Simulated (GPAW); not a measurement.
# Screening of a field by a 8-layer slab of Ta(100), part 2 of 2

How does a 8-layer slab of Ta(100) screen a perpendicular field?

GPAW 26.7.0; GPAW, PAW setups; slab in vacuum, relaxation (the session's first sound run).

So far. Step 5 (Field on): The dipole is now -0.0862 e Å, against 0.011 in the run without a field. Step 8 (In a field): The dipole is now 0.108 e Å, against 0.011 in the run without a field.

**9. Field on**

File run.py:

```python
import json
import numpy as np
from ase import Atoms
from gpaw import GPAW, PW
from gpaw.external import ConstantElectricField

slab = Atoms(
    ['Ta', 'Ta', 'Ta', 'Ta', 'Ta', 'Ta', 'Ta', 'Ta'],
    positions=[
        [1.65500, 1.65500, 7.00000],
        [0.00000, 0.00000, 8.65500],
        [1.65500, 1.65500, 10.31000],
        [0.00000, 0.00000, 11.96500],
        [1.65500, 1.65500, 13.60950],
        [0.00000, -0.00000, 15.31491],
        [1.65500, 1.65500, 16.98201],
        [0.00000, -0.00000, 18.44698]],
    cell=[[3.31, 0.0, 0.0], [0.0, 3.31, 0.0], [0.0, 0.0, 25.585]],
    pbc=[True, True, False])

slab.calc = GPAW(mode=PW(400), xc='PBE', kpts={'size': (10, 10, 1), 'gamma': True},
                 occupations={'name': 'fermi-dirac', 'width': 0.1}, nbands='160%',
                 convergence={'density': 1e-05}, maxiter=200,
                 poissonsolver={'dipolelayer': 'xy'},
                 external=ConstantElectricField(0.2, [0, 0, 1]),
                 symmetry={'tolerance': 1e-3}, txt='slab.txt')
result = {}
energy = slab.get_potential_energy()
fermi = slab.calc.get_fermi_level()
v = slab.calc.get_electrostatic_potential().mean((0, 1)) - fermi
n = slab.calc.get_pseudo_density().mean((0, 1))
L = slab.cell[2, 2]
z = np.arange(len(v)) * L / len(v)
low, high = slab.positions[:, 2].min(), slab.positions[:, 2].max()
below, above = np.interp([low - 4.8, high + 4.8], z, v)
slopes = [np.interp(x, z, np.gradient(v, z)) for x in (low - 4.8, high + 4.8)]
eps = np.array([[slab.calc.get_eigenvalues(k, s) for k in range(len(slab.calc.get_ibz_k_points()))]
                for s in range(slab.calc.get_number_of_spins())]) - fermi
top, bottom = eps[eps < 0].max(), eps[eps > 0].min()
dipole = slab.get_dipole_moment()[2]
print(f'energy {energy:.4f} eV, Fermi level {fermi:.4f} eV, dipole {dipole:.5f} e A')
print(f'potential 4.8 A off the faces, from the Fermi level: lower {below:.4f} eV, upper {above:.4f} eV')
print(f'slope of the potential there: lower {slopes[0]:.5f}, upper {slopes[1]:.5f} eV/A')
print(f'nearest levels on the mesh: {top:.4f} and {bottom:.4f} eV')
print('magnetic moment', round(slab.get_magnetic_moment(), 3))
result.update(energy=energy, fermi=fermi, dipole=dipole, below=below, above=above, slopes=slopes, edges=[top, bottom],
              z=z.tolist(), v=v.tolist(), n=n.tolist(), positions=slab.positions.tolist(),
              forces=slab.get_forces(apply_constraint=False).tolist(), moments=slab.get_magnetic_moments().tolist())
json.dump(result, open('result.json', 'w'))
```

Run with:

```sh
> OMP_NUM_THREADS=1 OPENBLAS_NUM_THREADS=1 python run.py
```

Output:

```text
energy -75.3496 eV, Fermi level 4.4102 eV, dipole 0.20510 e A
potential 4.8 A off the faces, from the Fermi level: lower 5.6141 eV, upper 2.2283 eV
slope of the potential there: lower -0.00558, upper 0.00225 eV/A
nearest levels on the mesh: -0.0481 and 0.0052 eV
magnetic moment 0.0
```

Wall time 8.4 min (1 thread of Intel Xeon 6975P-C (Granite Rapids), shared host); peak memory 0.65 GiB.

The electrostatic potential energy of an electron (without an applied field's), less the Fermi level, planar mean oscillates, so the rows of the table below give means over windows of 1.6 Å about each position, cut where the curve ends. Its maxima inside the range that stand out by 2 % of the span (Å: eV): 0.5: 5.62, 7.9: -5.98, 9.5: -6.20, 11.1: -6.52, 12.8: -6.87, 14.5: -6.51, 16.1: -7.46, 17.7: -10.8. Its minima: 7.0: -16.4, 8.6: -16.4, 10.3: -16.7, 11.9: -16.9, 13.6: -17.2, 15.4: -17.7, 17.0: -18.1, 18.4: -18.9.

Table of electrostatic potential energy of an electron (without an applied field's), less the Fermi level, planar mean by z; means over each step:

```tsv
z (Å)	electrostatic potential energy of an electron (without an applied field's), less the Fermi level, planar mean (eV)
0.80	5.42
2.40	5.61
4.00	5.47
5.60	2.19
7.20	-10.9
8.80	-11.2
10.40	-11.5
12.00	-11.7
13.60	-11.9
15.20	-12.3
16.80	-13.0
18.40	-13.6
20.00	0.130
21.60	2.16
23.20	2.23
24.80	2.34
```

The dipole is now 0.205 e Å, against 0.011 in the run without a field.

**10. In a field**

run.py: that of step 9 with these lines changed.

```diff
@@ -24,3 +24,3 @@
                  poissonsolver={'dipolelayer': 'xy'},
-                 external=ConstantElectricField(0.2, [0, 0, 1]),
+                 external=ConstantElectricField(0.3, [0, 0, 1]),
                  symmetry={'tolerance': 1e-3}, txt='slab.txt')
```

Output:

```text
energy -75.3752 eV, Fermi level 4.4043 eV, dipole 0.30219 e A
potential 4.8 A off the faces, from the Fermi level: lower 6.4323 eV, upper 1.4439 eV
slope of the potential there: lower -0.00697, upper 0.00186 eV/A
nearest levels on the mesh: -0.0483 and 0.0051 eV
magnetic moment 0.0
```

It took 7.9 min on 1 thread; peak memory 0.66 GiB.

The electrostatic potential energy of an electron (without an applied field's), less the Fermi level, planar mean oscillates, so the rows of the table below give means over windows of 1.71 Å about each position, cut where the curve ends. Its maxima inside the range that stand out by 2 % of the span (Å: eV): 0.5: 6.44, 7.8: -5.48, 9.5: -5.87, 11.1: -6.35, 12.8: -6.87, 14.5: -6.68, 16.1: -7.79, 17.7: -11.3. Its minima: 7.0: -15.9, 8.6: -16.0, 10.3: -16.4, 11.9: -16.8, 13.6: -17.3, 15.4: -17.9, 17.0: -18.6, 18.4: -19.5.

Table of electrostatic potential energy of an electron (without an applied field's), less the Fermi level, planar mean by z; means over each step:

```tsv
z (Å)	electrostatic potential energy of an electron (without an applied field's), less the Fermi level, planar mean (eV)
0.85	6.16
2.56	6.43
4.28	6.15
5.98	-0.939
7.70	-10.6
9.41	-11.0
11.12	-11.4
12.82	-12.0
14.54	-11.9
16.25	-12.9
17.96	-15.4
19.66	-2.95
21.38	1.34
23.09	1.44
24.79	1.60
```

The dipole is now 0.302 e Å, against 0.011 in the run without a field.

**11. The series**

The members are put on one axis.

This step: induced dipole against applied field (GPAW 26.7.0).

Table of dipole along the normal by field:

```tsv
field (V/Å)	dipole along the normal (e·Å)
-0.200	-0.183
-0.100	-0.0862
-0.050	-0.0376
0.000	0.0108
0.050	0.0595
0.100	0.108
0.200	0.205
0.300	0.302
```

**12. Outcome**

| Quantity | Value |
| --- | --- |
| work function, upper and lower face | 3.809 and 3.990 eV |
| dipole along the normal | 0.0108 e Å |
| induced dipole per field | 0.971 e Å per V/Å |
| out-of-plane polarisability per area, α/(ε0 A) | 16.0 Å |

In words: The field induces 0.971 e Å per V/Å, a polarisable thickness α/(ε0 A) of 16.0 Å beside 11.4 Å between the outermost nuclei. A perfect conductor would give the distance between its two image planes; a dielectric of thickness t gives t(1 - 1/ε). The two faces differ by 0.18 eV, the step that the slab's dipole makes (e p/(ε0 A) gives 0.18 eV), so the dipole layer is needed. The lowest atoms were held at bulk positions, which alone makes the faces unlike. The measured value for this face is 4.1 eV (as compiled in "Anisotropic work function of elemental crystals", 2019, arxiv:1902.07811); the relaxed upper face lies 0.29 eV under it with PBE. Measured work functions scatter by a tenth of an eV or more between methods. The induced dipole is linear in the field over this range. The in-plane lattice was kept as typed, which isn't the functional's own and leaves some strain; spin-orbit coupling and temperature are left out.

[Logs are printed without paths, hosts, clocks, repeated set-up lines and the standing remarks that a program may print on its own settings, such as how far it seeks lower states.]

[Hosts, paths, dates, database ids (printed as entryN), source tags and the programs' standing remarks are cut or masked in the printed files.]
